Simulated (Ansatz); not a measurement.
# AlCdBS4 (built on the sites of a database entry of Al2CdS4): from the cell to its phonons, part 2 of 2

Wanted: phonon frequencies of AlCdBS4 (built on the sites of a database entry of Al2CdS4) and what follows from them.

Ansatz 0.2.0; DFT PBEsol, scalar-relativistic, plane waves, PAW.

So far. Step 4 (Relaxing to small forces for the phonons): The largest force component left is 0.28 meV/Å and the pressure is 0.000 GPa, within the tolerances set. The cell now holds 20.05 Å³/atom. The relaxed cell has a = 5.588, c = 8.989 Å (conventional setting).

The structure was built from a prototype and need not be the compound's stable phase.

### Step 5. Linear response at the zone centre

The zone centre is the only wavevector solved here; it holds the modes that light can see, as far as symmetry allows. The response to a homogeneous field gives the Born charges and the dielectric tensor.

input.yaml reads:

```yaml
crystal:
  lattice:
    - [-2.7939383714, 2.7939383714, 4.4942677835]
    - [2.7939383714, -2.7939383714, 4.4942677835]
    - [2.7939383714, 2.7939383714, -4.4942677835]
  atoms:
    - { symbol: B, position: [0.75, 0.25, 0.5] }
    - { symbol: Al, position: [0.0, 0.0, 0.0] }
    - { symbol: Cd, position: [0.5, 0.5, 0.0] }
    - { symbol: S, position: [0.4149106134, 0.3395953331, 0.4633924202] }
    - { symbol: S, position: [0.6604046669, 0.1237970871, 1.0753152803] }
    - { symbol: S, position: [0.8762029129, 0.9515181932, 0.5366075798] }
    - { symbol: S, position: [0.0484818068, 0.5850893866, -0.0753152803] }
kpoints:
  mp_grid: { grid: [8, 8, 8] }
hamiltonian:
  xc: pbesol
scf:
  occupations: { method: fixed }
output:
  eigenvalues: true
phonons:
  method: dfpt
  dielectric: true
  rigid_motions: translations
```

The run is started by

```console
$ ansatz run input.yaml --threads 8 --pin off --max-ram 14336MiB --backend cpu --events-out ev --progress --plain --runs-dir out
```

Numbers of over 12 decimals in the logs are rounded to 6 here.

Log:

```text
[...]
Crystal: 7 atoms, lattice volume = 140.331 Å³
Basis set: ecut = 420 eV, 2711 PW (Γ), exchange–correlation on 80×80×80 points (8 copies of the dense FFT grid, shifted against one another)
Bands: 32, of which v1, the nominal top of the filled ones, is band 25 counted from 1 (24 counted from 0)
Symmetry: 4 space group operations
k-points: 260 of 512 (irreducible under 1 space group operation, time reversal used)
[...]
SCF iter   1: F=—  HF=-12405.857433 eV  |F-HF|=—  |Δ(HF+E_count)|=         —  Δρ=4.23e-3  dr2=3.12e-2  ethr=1.77e-3  ⟨swp⟩=5.0  Hψ=31438  notcnv=0  defer=1279
[...]
SCF iter  10: F=-12405.850151 eV  HF=-12405.850151 eV  |F-HF|=2.18e-11  |Δ(HF+E_count)|=  3.37e-10  Δρ=9.51e-8  dr2=1.64e-11  ethr=1.00e-12  ⟨swp⟩=14.3  Hψ=54076  notcnv=0
SCF 1 converged in 10 iterations: F = -12405.850151 eV  dr2 = 1.64e-11
[...]
NSCF: frozen V_eff on 3 k-points
DFPT response loops at Γ: preconditioner auto → none (the input reference at scf.mixing.eps_inf says where Resta's filter doesn't serve); β = 0.50; Broyden in place of MSR1
── the response to a field inside a basis, on 8×8×8 k-points: an SCF that follows is theirs, and a resumed run solves both again ──
Bands: 26, of which v1, the nominal top of the filled ones, is band 25 counted from 1 (24 counted from 0)
k-points: 76 of 512 (time reversal used)
[...]
Eigensolver: Dense (76 Hₖ)
SCF iter   1: F=—  HF=-12405.826928 eV  |F-HF|=—  |Δ(HF+E_count)|=         —  Δρ=1.68e-4  dr2=7.57e-6  ethr=1.00e-1
[...]
SCF iter   4: F=-12405.826935 eV  HF=-12405.826935 eV  |F-HF|=5.97e-9  |Δ(HF+E_count)|=   2.62e-8  Δρ=2.48e-6  dr2=1.06e-8  ethr=2.78e-10
SCF 1 converged in 4 iterations: F = -12405.826935 eV  dr2 = 1.06e-8
[...]
SCF converged after 10 iterations
Free energy (F): -12405.850151 eV
[...]
Internal energy: -12405.850151 eV  (E = F + TS)
E sigma→0 (E₀):  -12405.850151 eV
Fermi energy:    5.268429 eV
[...]
--- Band table (eV; the first three rows and the last of 260) ---
  k-point 0: bands = [... 21 lower, 3.8853, 4.9511, 4.9511, 5.1918, 8.0574, 8.6267, 10.2241, 10.7679, ... 3 higher]
  k-point 1: bands = [... 21 lower, 4.0626, 4.5268, 4.8608, 5.0574, 8.4976, 8.8923, 10.4020, 10.6704, ... 3 higher]
  k-point 2: bands = [... 21 lower, 4.3275, 4.3855, 4.7124, 4.7230, 8.9110, 9.6813, 10.2980, 10.4544, ... 3 higher]
  k-point 259: bands = [... 21 lower, 3.7550, 4.1450, 4.8823, 4.8823, 8.8846, 9.2795, 9.2795, 9.3977, ... 3 higher]
--- Phonons (Γ-DFPT): 9 representative perturbations + reference, on 260 of 512 k-points (Σ response iterations 29) ---
  k mesh reduced under 1 symmetry operation, with k and −k counted as one. Each operation leaves every solved perturbation unchanged. A smaller set is not considered because the run solves the response to a homogeneous field
  ASR residual: 4.252e-5 → 0.000e0 eV/Å²; symmetrization residual: 2.187e-6 eV/Å²
  ASR residual per site (eV/Å²): 2.79e-5 8.72e-6 4.25e-5 5.84e-6 5.84e-6 5.84e-6 5.84e-6
  Γ frequencies (cm⁻¹): 0.00 0.00 0.00 90.81 90.81 100.42 186.70 186.70 214.55 260.06 304.42 304.42 312.77 317.37 407.82 433.97 433.97 444.97 579.72 658.49 658.49
  ε∞ (high-frequency dielectric tensor):
        5.728867    -0.000000    -0.000000
       -0.000000     5.728867     0.000000
       -0.000000     0.000000     5.641625
  ε⁰ (static dielectric tensor: ions relaxed, cell fixed):
        9.111878    -0.000000     0.000000
       -0.000000     9.111878     0.000000
        0.000000     0.000000     8.013879
  ε⁰ − ε∞ (ionic part):
        3.383010    -0.000000     0.000000
       -0.000000     3.383010     0.000000
        0.000000     0.000000     2.372254
  softest optical mode at Γ: 90.81 cm⁻¹; the repairs (sum rule, projections) moved no ω² at Γ by more than (1.37 cm⁻¹)²
  Born effective charges Z* (e; rows j = field, columns β = displacement):
    site 0:
         1.82141    0.01390    0.00000
        -0.01390    1.82141    0.00000
         0.00000   -0.00000    1.57143
    site 1:
         2.78786   -0.39257    0.00000
         0.39257    2.78786    0.00000
        -0.00000   -0.00000    2.50237
    site 2:
         2.29714    0.17814    0.00000
        -0.17814    2.29714    0.00000
         0.00000   -0.00000    2.09174
    site 3:
        -1.57913   -0.14162    0.22292
        -0.24188   -1.87407   -0.55171
         0.30439   -0.42519   -1.54139
    site 4:
        -1.87407    0.24188    0.55171
         0.14162   -1.57913    0.22292
         0.42519    0.30439   -1.54139
    site 5:
        -1.57913   -0.14162   -0.22292
        -0.24188   -1.87407    0.55171
        -0.30439    0.42519   -1.54139
    site 6:
        -1.87407    0.24188   -0.55171
         0.14162   -1.57913   -0.22292
        -0.42519   -0.30439   -1.54139
  Z* charge neutrality: 3.790e-3 e pre-enforcement
  solved inside a basis spanned on kpoints, on 8×8×8 k-points, its susceptibility summed on 10×10×12: ε∞ is read to err by 1.6e-2, Z* by 2.2e-2 e (field_mesh: kpoints solves on kpoints); Z* is corrected for what the basis lacks
  optical modes at Γ without the LO–TO term, one row a degenerate level:
      ω (cm⁻¹)  modes    IR ((D/Å)²/amu)
         90.81      2             1.7095
        100.42      1             0.3534
        186.70      2             1.5913
        214.55      1             0.0000
        260.06      1             2.5453
        304.42      2             3.8325
        312.77      1             0.0000
        317.37      1             3.4787
        407.82      1             0.0000
        433.97      2            18.5149
[...]
optical modes at Γ + LO–TO along q̂ = [1.0000, 0.0000, 0.0000]:
      ω (cm⁻¹)  modes    IR ((D/Å)²/amu)
[...]
optical modes at Γ + LO–TO along q̂ = [0.0000, 1.0000, 0.0000]:
      ω (cm⁻¹)  modes    IR ((D/Å)²/amu)
[...]
optical modes at Γ + LO–TO along q̂ = [0.0000, 0.0000, 1.0000]:
      ω (cm⁻¹)  modes    IR ((D/Å)²/amu)
[...]
103.84      1             0.1900
        186.70      2             1.5913
        214.55      1             0.0000
        268.69      1             1.0852
        304.42      2             3.8325
        312.77      1             0.0000
        330.82      1             2.8645
        407.82      1             0.0000
        433.97      2            18.5149
        460.15      1             4.8115
        599.95      1            10.1971
        658.49      2            22.7797
```

It took 2.7 min on 8 threads of Intel Xeon Platinum 8488C (Sapphire Rapids), shared host; peak memory 4.8 GiB; 20 min of CPU time.

This step gave:

```yaml
sum_rule_residual_before_enforcement: 4.25e-5 eV/Å²
miss_of_the_charge_sum_rule: 0.003790 e
estimated_error_of_the_dielectric_tensor: 0.01620
estimated_error_of_the_born_charges: 0.02244 e
point_group: -4
highest_optical_mode_at_the_zone_centre_no_lo_to_term: 658.5 cm⁻¹
lowest_optical_zone_centre_mode: 90.81 cm⁻¹
mean_high_frequency_dielectric_constant: 5.700
largest_born_charge_third_of_the_trace: 2.693 e
mean_static_dielectric_constant: 8.746
top_of_the_zone_centre_spectrum_with_the_field: 683.8 cm⁻¹
```

Without the LO-TO term. Patterns of degenerate modes are one choice out of their space. The modes at Γ (shares of kinetic energy by element, %):

| mode | frequency (cm⁻¹) | symmetry | B % | Al % | Cd % | S % |
| --- | --- | --- | --- | --- | --- | --- |
| 1 | 0.0 | acoustic | 4 | 10 | 40 | 46 |
| 2 | 0.0 | acoustic | 4 | 10 | 40 | 46 |
| 3 | 0.0 | acoustic | 4 | 10 | 40 | 46 |
| 4 | 90.8 | E | 3 | 4 | 34 | 60 |
| 5 | 90.8 | E | 3 | 4 | 34 | 60 |
| 6 | 100.4 | B | 2 | 19 | 53 | 27 |
| 7 | 186.7 | E | 3 | 18 | 19 | 59 |
| 8 | 186.7 | E | 3 | 18 | 19 | 59 |
| 9 | 214.6 | A | 0 | 0 | 0 | 100 |
| 10 | 260.1 | B | 3 | 14 | 2 | 81 |
| 11 | 304.4 | E | 5 | 21 | 6 | 69 |
| 12 | 304.4 | E | 5 | 21 | 6 | 69 |
| 13 | 312.8 | A | 0 | 0 | 0 | 100 |
| 14 | 317.4 | B | 4 | 14 | 5 | 77 |
| 15 | 407.8 | A | 0 | 0 | 0 | 100 |
| 16 | 434.0 | E | 0 | 47 | 0 | 53 |
| 17 | 434.0 | E | 0 | 47 | 0 | 53 |
| 18 | 445.0 | B | 0 | 43 | 0 | 57 |
| 19 | 579.7 | B | 87 | 1 | 0 | 12 |
| 20 | 658.5 | E | 86 | 0 | 0 | 14 |
| 21 | 658.5 | E | 86 | 0 | 0 | 14 |

Displacements in mode 5 (90.8 cm⁻¹), the largest set to 1:
```
B1   0.34 -0.78  0.00
Al2  0.57 -0.28  0.00
Cd3 -0.36  0.89  0.00
S4   0.83 -0.63  0.30
S5  -0.49 -0.69 -1.00
S6   0.83 -0.63 -0.30
S7  -0.49 -0.69  1.00
```

Displacements in mode 7 (186.7 cm⁻¹), the largest set to 1:
```
B1   0.13  0.70  0.00
Al2  1.00 -0.36  0.00
Cd3 -0.41 -0.34  0.00
S4  -0.05  0.79 -0.37
S5   0.32 -0.15 -0.79
S6  -0.05  0.79  0.37
S7   0.32 -0.15  0.79
```

Optical modes at the zone centre, without and with the macroscopic field of the longitudinal modes; each column is sorted by frequency, so a row need not hold one and the same mode. Modes with and without the field, by row:

```
rank among optical modes  no field (cm⁻¹)  q along (1, 0, 0) (cm⁻¹)  q along (0, 0, 1) (cm⁻¹)
                       1             90.8                      90.8                      90.8
                       2             90.8                      99.6                      90.8
                       3            100.4                     100.4                     103.8
                       4            186.7                     186.7                     186.7
                       5            186.7                     191.2                     186.7
                       6            214.6                     214.6                     214.6
                       7            260.1                     260.1                     268.7
                       8            304.4                     304.4                     304.4
                       9            304.4                     310.8                     304.4
                      10            312.8                     312.8                     312.8
                      11            317.4                     317.4                     330.8
                      12            407.8                     407.8                     407.8
                      13              434                       434                       434
                      14              434                       445                       434
                      15              445                     459.7                     460.1
                      16            579.7                     579.7                       600
                      17            658.5                     658.5                     658.5
                      18            658.5                     683.8                     658.5
```

Born charge (rows field, columns displacement) (e), principal values of the symmetric part by kind of site:

| atom | atoms with these values | low | middle | high | mean |
| --- | --- | --- | --- | --- | --- |
| B1 | 1 | 1.57 | 1.82 | 1.82 | 1.74 |
| Al2 | 1 | 2.50 | 2.79 | 2.79 | 2.69 |
| Cd3 | 1 | 2.09 | 2.30 | 2.30 | 2.23 |
| S4 | 4 | -2.22 | -1.76 | -1.01 | -1.66 |

In full for S4:

```
-1.58 -0.14  0.22
-0.24 -1.87 -0.55
 0.30 -0.43 -1.54
```

High-frequency dielectric tensor:

```
5.73 0.00 0.00
0.00 5.73 0.00
0.00 0.00 5.64
```

Static dielectric tensor (ions relaxed, fixed cell):

```
9.11 0.00 0.00
0.00 9.11 0.00
0.00 0.00 8.01
```

Transverse modes. Infrared lines, with heights relative to the strongest:

| position (cm⁻¹) | label | relative intensity |
| --- | --- | --- |
| 91 | E | 7.5 |
| 100 | B | 1.6 |
| 187 | E | 7.0 |
| 215 | A | 0.0 |
| 260 | B | 11 |
| 304 | E | 17 |
| 313 | A | 0.0 |
| 317 | B | 15 |
| 408 | A | 0.0 |
| 434 | E | 81 |
| 445 | B | 23 |
| 580 | B | 33 |
| 658 | E | 100 |

Before it was imposed, the acoustic sum rule was missed by 4.3e-5 eV/Å² and the charge sum rule by 0.0038 e. Small misses are needed for a sound result but don't prove that mesh and cutoff are converged. The lowest optical mode is real, 90.8 cm⁻¹.

### Step 6. Isotope substitution, element B, natural mass 10.81 amu

An isotope changes the mass and not the force constants, so no new electronic calculation is needed; the shifts show which modes move this element.

The same force constants with the mass of B changed from 10.810 to 10.013 u (phonopy, no LO-TO term). Both lists are sorted by frequency; levels can cross, so a row need not hold one and the same mode. Modes under 3 cm⁻¹ are left out. Isotope shifts, by row:

```
    q  rank  natural mass (cm⁻¹)  changed mass (cm⁻¹)
0 0 0     4                90.81                90.89
0 0 0     5                90.81                90.89
0 0 0     6                100.4                100.5
0 0 0     7                186.7                186.9
0 0 0     8                186.7                186.9
0 0 0     9                214.6                214.6
0 0 0    10                260.1                260.4
0 0 0    11                304.4                304.9
0 0 0    12                304.4                304.9
0 0 0    13                312.8                312.8
0 0 0    14                317.4                317.8
0 0 0    15                407.8                407.8
0 0 0    16                  434                  434
0 0 0    17                  434                  434
0 0 0    18                  445                  445
0 0 0    19                579.7                599.5
0 0 0    20                658.5                680.6
0 0 0    21                658.5                680.6
```

A mode of this element alone would shift by +3.90 %. The highest zone-centre frequency without the field goes from 658.5 to 680.6 cm⁻¹ (+3.4 %). The product of the frequency ratios over all optical modes at Γ is 1.117; the product rule, (m/m′)^(3k/2) (M′/M)^(3/2) with k = 1 such atoms and M the mass of the cell, gives 1.117.

### Step 7. Another isotope, element Cd, natural mass 112.414 amu

The same for Cd, from 112.41 to 115.90 u.

A mode of this element alone would shift by -1.52 %. The highest zone-centre frequency without the field goes from 658.5 to 658.5 cm⁻¹ (+0.0 %). The product of the frequency ratios over all optical modes at Γ is 0.973; the product rule, (m/m′)^(3k/2) (M′/M)^(3/2) with k = 1 such atoms and M the mass of the cell, gives 0.973.

### Step 8. Another isotope, element S, natural mass 32.06 amu

The same for S, from 32.06 to 33.97 u.

A mode of this element alone would shift by -2.85 %. The highest zone-centre frequency without the field goes from 658.5 to 655.9 cm⁻¹ (-0.4 %). The product of the frequency ratios over all optical modes at Γ is 0.736; the product rule, (m/m′)^(3k/2) (M′/M)^(3/2) with k = 4 such atoms and M the mass of the cell, gives 0.736.

### Step 9. Outcome

| Item | Value |
| --- | --- |
| space group after relaxation (within 0.01 Å) | I-4 |
| volume per atom | 20.0 Å³ |
| gap on the k-mesh | 2.79 eV |
| highest optical mode at the zone centre (no LO-TO term) | 658 cm⁻¹ |
| top of the zone-centre spectrum with the field | 684 cm⁻¹ |
| lowest optical zone-centre mode | 90.8 cm⁻¹ |
| mean high-frequency dielectric constant | 5.70 |
| mean static dielectric constant | 8.75 |
| largest Born charge (third of the trace) | 2.69 e |
| imaginary modes at Γ (the only wavevector solved) | none |

**Reading.** The structure is stable against zone-centre distortions, since no mode there is imaginary; other wavevectors were not solved, so zone-boundary instabilities are untested. Without the field, the optical modes at Γ span 91 to 658 cm⁻¹. No dispersion was computed. The highest mode in this list at Γ, 658.5 cm⁻¹, is mostly motion of B (86 % of the kinetic energy). With the macroscopic field of the longitudinal modes the top of the zone-centre spectrum lies at 684 cm⁻¹, against 658 cm⁻¹ without it. Lattice motion raises the mean dielectric constant from 5.700 to 8.746. The strongest infrared line is at 658 cm⁻¹. The starting cell was built on a prototype and not taken from a measurement, so the phase need not exist. These are harmonic frequencies at zero temperature: anharmonic shifts, linewidths and thermal expansion are left out.

[Logs are printed without paths, hosts, clocks, repeated set-up lines and the standing remarks that a program may print on its own settings, such as how far it seeks lower states.]

[Hosts, paths, dates, database ids (printed as entryN), source tags and the programs' standing remarks are cut or masked in the printed files.]
